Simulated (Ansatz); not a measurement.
# AlIn (built on the sites of a database entry of ScBi): following an unstable mode, part 2 of 3

Which phase does AlIn (built on the sites of a database entry of ScBi) fall into along its unstable mode, and how much energy does it gain?

Ansatz 0.2.0; DFT PBEsol, scalar-relativistic, plane waves, PAW.

So far, highest frequency on the path or at a solved wavevector (cm⁻¹): step 2 (response at finite wavevector) 236. Also lowest frequency on the path (cm⁻¹): step 2 -58.5.

The structure was built from a prototype and need not be the compound's stable phase.

## Step 4: The mode frozen in, largest atomic shift 0.6 Å

The atoms are moved along the unstable eigenvector, the largest shift by 0.6 Å, with the cell fixed.

Input file input.yaml:

```yaml
crystal:
  lattice:
    - [0.0, 0.0, -5.7036097157]
    - [5.7036097157, 0.0, 0.0]
    - [2.8518048579, -5.7036097157, -2.8518048579]
  atoms:
    - { symbol: Al, position: [0.5743851858, 0.0743851858, 0.0] }
    - { symbol: Al, position: [-0.0743851858, 0.4256148142, 0.0] }
    - { symbol: Al, position: [0.3243851858, 0.3243851858, 0.5] }
    - { symbol: Al, position: [0.6756148142, 0.6756148142, 0.5] }
    - { symbol: In, position: [0.4361218753, 0.5638781247, 0.0] }
    - { symbol: In, position: [0.0638781247, -0.0638781247, 0.0] }
    - { symbol: In, position: [0.1861218753, 0.8138781247, 0.5] }
    - { symbol: In, position: [0.8138781247, 0.1861218753, 0.5] }
kpoints:
  mp_grid: { grid: [8, 8, 8] }
hamiltonian:
  xc: pbesol
scf:
  occupations: { method: methfessel_paxton, width: 0.2 }
output:
  forces: true
  stress: true
  eigenvalues: true
```

Started as:

```
$ ansatz run input.yaml --threads 4 --pin off --max-ram 7168MiB --backend cpu --events-out ev --progress --plain --runs-dir out
```

Numbers of over 12 decimals in the logs are rounded to 6 here.

The program printed:

```text
[...]
Crystal: 8 atoms, lattice volume = 185.545 Å³
Basis set: ecut = 420 eV, 3611 PW (Γ), exchange–correlation on 80×80×96 points (8 copies of the dense FFT grid, shifted against one another)
Bands: 40, of which v1, the nominal top of the filled ones, is band 32 counted from 1 (31 counted from 0)
Symmetry: 8 space group operations
[...]
k-points: 95 of 512
[...]
k-point 0: bands = [... 28 lower, 4.4795, 5.6539, 5.7202, 7.4260, 7.7676, 7.9377, 9.7838, 11.2717, ... 4 higher]
  k-point 1: bands = [... 28 lower, 4.8870, 5.9188, 5.9778, 7.4926, 7.8429, 8.0015, 9.8510, 10.7031, ... 4 higher]
  k-point 2: bands = [... 28 lower, 6.1350, 6.4926, 6.5645, 7.6922, 8.0588, 8.1839, 9.8464, 10.0538, ... 4 higher]
  k-point 94: bands = [... 28 lower, 6.5577, 6.5577, 10.1913, 10.1913, 10.2268, 10.2268, 10.6308, 10.6308, ... 4 higher]
[key lines of the parts left out:]
SCF converged after 6 iterations
Free energy (F): -24197.957138 eV
Fermi energy:    8.178548 eV
P = ⅓ Tr σ = -1.8065 GPa (-18.065 kbar)
```

Run time: 6.2 s. Hardware: 4 threads of Intel Xeon 6975P-C (Granite Rapids), shared host; peak memory 0.89 GiB.

This step gave:

| Item | Value |
| --- | --- |
| pressure | -1.807 GPa |
| energy from the undistorted cell | -57.5 meV/atom |

The energy, extrapolated to zero smearing, is -57.50 meV/atom against the undistorted cell.

The run ends at a pressure of -1.81 GPa, with forces up to 0.10 eV/Å.

## Step 5: Energy along the mode, all amplitudes (two of the runs are shown above)

An imaginary frequency means negative curvature, so the energy should fall and then rise again as anharmonic terms take over.

This step gave:

```
depth at the lowest point sampled  : 57.5 meV/atom
largest atomic shift at that point : 0.6 Å
```

Energy from the parent against largest atomic shift:

```tsv
largest atomic shift (Å)	energy from the parent (meV/atom)
0.000	0
0.040	-0.502
0.080	-2.00
0.140	-6.03
0.220	-14.4
0.320	-28.6
0.450	-48.4
0.600	-57.5
```

Displacement at unit largest shift by atom:

```tsv
atom	x (Å)	y (Å)	z (Å)	size
Al1	0.707	0.000	-0.707	1.000
Al2	-0.707	0.000	0.707	1.000
Al3	0.707	0.000	-0.707	1.000
Al4	-0.707	0.000	0.707	1.000
In5	0.607	0.000	0.607	0.858
In6	-0.607	0.000	-0.607	0.858
In7	0.607	0.000	0.607	0.858
In8	-0.607	0.000	-0.607	0.858
```

The lowest of the steps tried is the last one, at 0.6 Å, 57.5 meV/atom below the parent; the bottom of the well need not coincide with a step.

## Step 6: Relaxation from the frozen mode

Starting from the lowest point found, all atoms and the cell are let go, so that strain and other modes of the same symmetry can join in.

Edit input.yaml of step 4 so:

```diff
@@ -24 +24,6 @@
   eigenvalues: true
+relax:
+  adjacent_minimum: "off"
+  f_tol: 0.002
+  max_steps: 120
+  cell: { stress_tol: 0.03 }
```

The program printed:

```text
[...]
Crystal: 8 atoms, lattice volume = 185.545 Å³
Basis set: ecut = 420 eV, 3611 PW (Γ), exchange–correlation on 80×80×96 points (8 copies of the dense FFT grid, shifted against one another)
Bands: 40, of which v1, the nominal top of the filled ones, is band 32 counted from 1 (31 counted from 0)
Symmetry: 8 space group operations
[...]
k-points: 95 of 512
[...]
SCF iter   1: F=—  HF=-24197.967555 eV  |F-HF|=—  |Δ(HF+E_count)|=         —  Δρ=3.39e-3  dr2=2.63e-2  ethr=1.77e-3  ⟨swp⟩=7.6  Hψ=16859  notcnv=0
[...]
SCF iter   6: F=-24197.957138 eV  HF=-24197.957138 eV  |F-HF|=6.66e-8  |Δ(HF+E_count)|=   1.07e-7  S|Δr|=    0.00e0  Δρ=6.18e-6  dr2=9.59e-8  ethr=1.56e-10  ⟨swp⟩=9.1  Hψ=18220  notcnv=0
SCF 1 converged in 6 iterations: F = -24197.957138 eV  dr2 = 9.59e-8
[...]
relax step   1: F+E_penalty+E_count = -24197.95713770 eV  Δ(F+E_penalty+E_count) = +0.000e0 eV  max|allowed force component| = 7.300e-2 eV/Å  Δτ_max = 0.0000 Å  P = -1.807 GPa  Ω = 185.545 Å³  (6 SCF iters, dr2 threshold 1.00e-7 eV, accepted)
Crystal: 8 atoms, lattice volume = 174.857 Å³
Basis set: ecut = 420 eV, 3471 PW (Γ), exchange–correlation on 80×80×96 points (8 copies of the dense FFT grid, shifted against one another)
[...]
SCF iter   6: F=-24198.116356 eV  HF=-24198.116356 eV  |F-HF|=1.14e-8  |Δ(HF+E_count)|=   6.42e-8  S|Δr|=    0.00e0  Δρ=3.26e-6  dr2=2.69e-8  ethr=1.25e-9  ⟨swp⟩=6.7  Hψ=15109  notcnv=0
SCF 2 converged in 6 iterations: F = -24198.116356 eV  dr2 = 2.69e-8
[...]
relax step   2: F+E_penalty+E_count = -24198.11635631 eV  Δ(F+E_penalty+E_count) = -1.592e-1 eV  max|allowed force component| = 6.838e-2 eV/Å  Δτ_max = 0.0214 Å  P = +0.958 GPa  Ω = 174.857 Å³  energy of the carried Pulay correction = +2.593e-3 eV  (6 SCF iters, dr2 threshold 8.00e-7 eV, accepted)
Crystal: 8 atoms, lattice volume = 177.562 Å³
Basis set: ecut = 420 eV, 3485 PW (Γ), exchange–correlation on 80×80×96 points (8 copies of the dense FFT grid, shifted against one another)
[...]
SCF iter   5: F=-24198.163187 eV  HF=-24198.163187 eV  |F-HF|=9.38e-8  |Δ(HF+E_count)|=   1.06e-6  S|Δr|=    0.00e0  Δρ=1.13e-5  dr2=3.67e-7  ethr=1.25e-9  ⟨swp⟩=6.0  Hψ=18320  notcnv=0
SCF 3 converged in 5 iterations: F = -24198.163187 eV  dr2 = 3.67e-7
relax step   3: F+E_penalty+E_count = -24198.16318714 eV  Δ(F+E_penalty+E_count) = -4.683e-2 eV  max|allowed force component| = 6.907e-2 eV/Å  Δτ_max = 0.0315 Å  P = +0.196 GPa  Ω = 177.562 Å³  energy of the carried Pulay correction = +1.923e-3 eV  (5 SCF iters, dr2 threshold 8.00e-7 eV, accepted)
[...]
relax step   4: F+E_penalty+E_count = -24198.17465205 eV  Δ(F+E_penalty+E_count) = -1.146e-2 eV  max|allowed force component| = 1.181e-1 eV/Å  Δτ_max = 0.0244 Å  P = +0.205 GPa  Ω = 177.881 Å³  energy of the carried Pulay correction = +1.844e-3 eV  (5 SCF iters, dr2 threshold 8.00e-7 eV, accepted)
[...]
relax step   5: F+E_penalty+E_count = -24198.18559949 eV  Δ(F+E_penalty+E_count) = -1.095e-2 eV  max|allowed force component| = 3.592e-2 eV/Å  Δτ_max = 0.0265 Å  P = -0.169 GPa  Ω = 179.059 Å³  energy of the carried Pulay correction = +1.555e-3 eV  (5 SCF iters, dr2 threshold 8.00e-7 eV, accepted)
[...]
relax step   6: F+E_penalty+E_count = -24198.19046854 eV  Δ(F+E_penalty+E_count) = -4.869e-3 eV  max|allowed force component| = 2.632e-2 eV/Å  Δτ_max = 0.0293 Å  P = -0.083 GPa  Ω = 179.116 Å³  energy of the carried Pulay correction = +1.542e-3 eV  (5 SCF iters, dr2 threshold 4.03e-7 eV, accepted)
[...]
relax step   7: F+E_penalty+E_count = -24198.19197304 eV  Δ(F+E_penalty+E_count) = -1.504e-3 eV  max|allowed force component| = 1.163e-2 eV/Å  Δτ_max = 0.0041 Å  P = +0.020 GPa  Ω = 178.599 Å³  energy of the carried Pulay correction = +1.668e-3 eV  (4 SCF iters, dr2 threshold 4.46e-7 eV, accepted)
[...]
relax step   8: F+E_penalty+E_count = -24198.19270888 eV  Δ(F+E_penalty+E_count) = -7.358e-4 eV  max|allowed force component| = 6.174e-4 eV/Å  Δτ_max = 0.0024 Å  P = +0.001 GPa  Ω = 178.718 Å³  energy of the carried Pulay correction = +1.639e-3 eV  (4 SCF iters, dr2 threshold 1.76e-7 eV, accepted)
Basis set: ecut = 420 eV, 3489 PW (Γ), exchange–correlation on 80×80×90 points (8 copies of the dense FFT grid, shifted against one another)
[...]
SCF iter   6: F=-24198.193324 eV  HF=-24198.193324 eV  |F-HF|=0.00e0  |Δ(HF+E_count)|=  3.27e-11  S|Δr|=    0.00e0  Δρ=5.60e-8  dr2=7.72e-12  ethr=1.00e-12  ⟨swp⟩=5.1  Hψ=16126  notcnv=0
SCF 9 converged in 6 iterations: F = -24198.193324 eV  dr2 = 7.72e-12
relax step   9: F+E_penalty+E_count = -24198.19332366 eV  Δ(F+E_penalty+E_count) = -6.148e-4 eV  max|allowed force component| = 6.781e-4 eV/Å  Δτ_max = 0.0000 Å  P = +0.002 GPa  Ω = 178.718 Å³  stress off target by 2.75e-2 GPa  SCF on the basis re-selected at this cell (its energy is not comparable with the rows above)  (6 SCF iters)
basis re-selected at this cell: Δ(F+E_penalty+E_count) = -6.148e-4 eV, ΔP = +0.001 GPa vs the last step (what re-selecting the basis moved, of the pressure what is left beyond the Pulay correction that the steps carried, after the strain that the cell walked since its last selection, with what the two solves' SCF thresholds leave and, on support functions, any second-order correction that the steps lacked; it is no measure of the basis error at this ecutwfc). The dense FFT grid was sized anew with the basis: this SCF ran on 40×40×45 points, the steps before it on 40×40×48, so part of this shift can come from that change (see relax.cell in the input reference). [rest of the remark cut]
SCF converged after 6 iterations
[...]
Free energy (F): -24198.193324 eV
[...]
Internal energy: -24198.194652 eV  (E = F + TS)
E sigma→0 (E₀):  -24198.193656 eV
Entropy (-TS):   0.001328 eV (0.166 meV/atom)
Fermi energy:    8.574130 eV
[...]
--- Forces (eV/Å), atoms counted from 1 ---
  atom   1  Al     0.00016640     0.00000000    -0.00016640
  atom   2  Al    -0.00016640    -0.00000000     0.00016640
  atom   3  Al     0.00016640     0.00000000    -0.00016640
  atom   4  Al    -0.00016640    -0.00000000     0.00016640
  atom   5  In    -0.00067815    -0.00000000    -0.00067815
  atom   6  In     0.00067815    -0.00000000     0.00067815
  atom   7  In    -0.00067815     0.00000000    -0.00067815
  atom   8  In     0.00067815     0.00000000     0.00067815
  max |Σ_I F_I| component: 6.94e-18 eV/Å
--- Stress (GPa, compression-positive) ---
        0.006479      -0.000000       0.020975
       -0.000000      -0.007039       0.000000
        0.020975       0.000000       0.006479
  P = ⅓ Tr σ = 0.0020 GPa (0.020 kbar)
--- Band table (eV; the first three rows and the last of 95) ---
  k-point 0: bands = [... 28 lower, 4.9367, 5.8740, 5.9547, 6.8894, 7.0913, 9.5341, 10.5252, 11.1193, ... 4 higher]
  k-point 1: bands = [... 28 lower, 5.3443, 6.2240, 6.2620, 6.9654, 7.1791, 9.6051, 10.1566, 10.5377, ... 4 higher]
  k-point 2: bands = [... 28 lower, 6.6583, 6.8902, 6.9260, 7.1922, 7.4605, 9.4342, 9.6147, 9.7733, ... 4 higher]
  k-point 94: bands = [... 28 lower, 7.2782, 7.2782, 9.6683, 9.6683, 10.0146, 10.0146, 11.3626, 11.3626, ... 4 higher]
--- Relaxed structure (8 steps of the walk, 8 accepted, 1 SCFs on fresh bases) ---
  F+E_penalty+E_count = -24198.19332366 eV   max|allowed force component| = 6.781e-4 eV/Å   (the final SCF, on the basis selected at the relaxed cell)
  cell:  # Å, volume = 178.7177 Å³
    - [-0.448273, 2.2967184172322245e-11, -5.688118]
    - [5.688118, 2.2967184172322242e-11, 0.448273]
    - [2.619923, -5.558223, -2.619923]
  atoms:
    - { symbol: Al, position: [0.570058, 0.070058, 0] }
    - { symbol: Al, position: [-0.070058, 0.429942, 0] }
    - { symbol: Al, position: [0.320058, 0.320058, 0.5] }
    - { symbol: Al, position: [0.679942, 0.679942, 0.5] }
    - { symbol: In, position: [0.444894, 0.555106, 0] }
    - { symbol: In, position: [0.055106, -0.055106, 0] }
    - { symbol: In, position: [0.194894, 0.805106, 0.5] }
    - { symbol: In, position: [0.805106, 0.194894, 0.5] }
```

The job ended after 58 s (4 threads; peak memory 0.98 GiB; 3.8 min of CPU time).

Step by step:

```tsv
step	energy less that of the first step (eV)	largest force component (eV/Å)	pressure (GPa)	volume (Å³)
1	0.0000	0.0730	-1.81	185.55
2	-0.1592	0.0684	0.96	174.86
3	-0.2060	0.0691	0.20	177.56
4	-0.2175	0.1181	0.21	177.88
5	-0.2285	0.0359	-0.17	179.06
6	-0.2333	0.0263	-0.08	179.12
7	-0.2348	0.0116	0.02	178.60
8	-0.2356	0.0006	0.00	178.72
9*	-0.2362	0.0007	0.00	178.72
```

Relaxation steps marked * repeat the geometry before them on a plane-wave basis chosen anew for their cell, so energy and pressure can jump there.

Forces are held to the 8 operations that the run works with; a distortion that breaks them can't arise in this run.

```tsv
conventional cell, symmetrised	before	after	change
a (Å)	8.066	7.410	-8.1 %
b (Å)	8.066	8.678	+7.6 %
c (Å)	11.407	11.116	-2.5 %
volume (Å³/atom)	23.19	22.34	-3.7 %
```

The atoms that moved most (Å, as changes of fractional coordinates times the final cell):

```tsv
atom	dx	dy	dz	length
In6	0.054	0.000	0.054	0.076
In5	-0.054	0.000	-0.054	0.076
In7	-0.054	0.000	-0.054	0.076
In8	0.054	0.000	0.054	0.076
Al2	0.023	0.000	-0.023	0.032
Al4	0.023	0.000	-0.023	0.032
Al3	-0.023	0.000	0.023	0.032
Al1	-0.023	0.000	0.023	0.032
```

The relaxed structure:

```cif
data_structure
_symmetry_space_group_name_H-M 'P 1'
_symmetry_Int_Tables_number 1
_cell_length_a 5.7058
_cell_length_b 5.7058
_cell_length_c 6.6800
_cell_angle_alpha 68.889
_cell_angle_beta 68.889
_cell_angle_gamma 99.012
_cell_volume 178.72
loop_
_atom_site_label
_atom_site_type_symbol
_atom_site_fract_x
_atom_site_fract_y
_atom_site_fract_z
_atom_site_occupancy
Al1 Al 0.57006 0.07006 0.00000 1
Al2 Al 0.92994 0.42994 0.00000 1
Al3 Al 0.32006 0.32006 0.50000 1
Al4 Al 0.67994 0.67994 0.50000 1
In5 In 0.44489 0.55511 0.00000 1
In6 In 0.05511 0.94489 0.00000 1
In7 In 0.19489 0.80511 0.50000 1
In8 In 0.80511 0.19489 0.50000 1
```

Numbers from this step:

| Item | Value |
| --- | --- |
| pressure | 0.001973 GPa |
| volume per atom | 22.34 Å³ |

The distorted start has space group Fddd; the relaxation ends in Fddd.

## Step 7: The new phase in its own primitive cell

The relaxed structure is symmetrised, reduced to its primitive cell and relaxed tightly, as its phonons need.

Input file input.yaml:

```yaml
crystal:
  lattice:
    - [0.0, 4.3390839179, 5.5582229007]
    - [3.7051303806, 0.0, 5.5582229007]
    - [3.7051303806, 4.3390839179, 0.0]
  atoms:
    - { symbol: Al, position: [0.6799422466, 0.3200577534, 0.3200577534] }
    - { symbol: Al, position: [0.3200577534, 0.6799422466, 0.6799422466] }
    - { symbol: Al, position: [0.9299422466, 0.5700577534, 0.5700577534] }
    - { symbol: Al, position: [0.5700577534, 0.9299422466, 0.9299422466] }
    - { symbol: In, position: [0.8051064379, 0.1948935621, 0.8051064379] }
    - { symbol: In, position: [0.1948935621, 0.8051064379, 0.1948935621] }
    - { symbol: In, position: [0.0551064379, 0.4448935621, 0.0551064379] }
    - { symbol: In, position: [0.4448935621, 0.0551064379, 0.4448935621] }
kpoints:
  mp_grid: { grid: [8, 8, 8] }
hamiltonian:
  xc: pbesol
scf:
  occupations: { method: methfessel_paxton, width: 0.2 }
output:
  forces: true
  stress: true
  eigenvalues: true
relax:
  adjacent_minimum: "off"
  f_tol: 0.001
  max_steps: 60
  cell: { stress_tol: 0.01 }
```

The program printed:

```text
[...]
Crystal: 8 atoms, lattice volume = 178.718 Å³
Basis set: ecut = 420 eV, 3489 PW (Γ), exchange–correlation on 96×90×80 points (8 copies of the dense FFT grid, shifted against one another)
Bands: 40, of which v1, the nominal top of the filled ones, is band 32 counted from 1 (31 counted from 0)
Symmetry: 8 space group operations
[...]
k-points: 95 of 512
[...]
atoms:
    - { symbol: Al, position: [0.679982, 0.320018, 0.320018] }
    - { symbol: Al, position: [0.320018, 0.679982, 0.679982] }
    - { symbol: Al, position: [0.929982, 0.570018, 0.570018] }
    - { symbol: Al, position: [0.570018, 0.929982, 0.929982] }
    - { symbol: In, position: [0.805012, 0.194988, 0.805012] }
    - { symbol: In, position: [0.194988, 0.805012, 0.194988] }
    - { symbol: In, position: [0.055012, 0.444988, 0.055012] }
    - { symbol: In, position: [0.444988, 0.055012, 0.444988] }
[key lines of the parts left out:]
SCF converged after 6 iterations
Free energy (F): -24198.193336 eV
Fermi energy:    8.572071 eV
P = ⅓ Tr σ = -0.0011 GPa (-0.011 kbar)
```

The job ended after 20 s (4 threads; peak memory 0.97 GiB; 78 s of CPU time).

Little changed from the start: no atom moved by 0.005 Å and no cell edge by 0.1 %.

This step gave:

```
pressure : -0.001073 GPa
```

The largest force component left is 0.35 meV/Å and the pressure is -0.001 GPa, within the tolerances set. The cell now holds 22.34 Å³/atom.

(Continued in part 3 of 3.)

[Logs are printed without paths, hosts, clocks, repeated set-up lines and the standing remarks that a program may print on its own settings, such as how far it seeks lower states.]

[Hosts, paths, dates, database ids (printed as entryN), source tags and the programs' standing remarks are cut or masked in the printed files.]
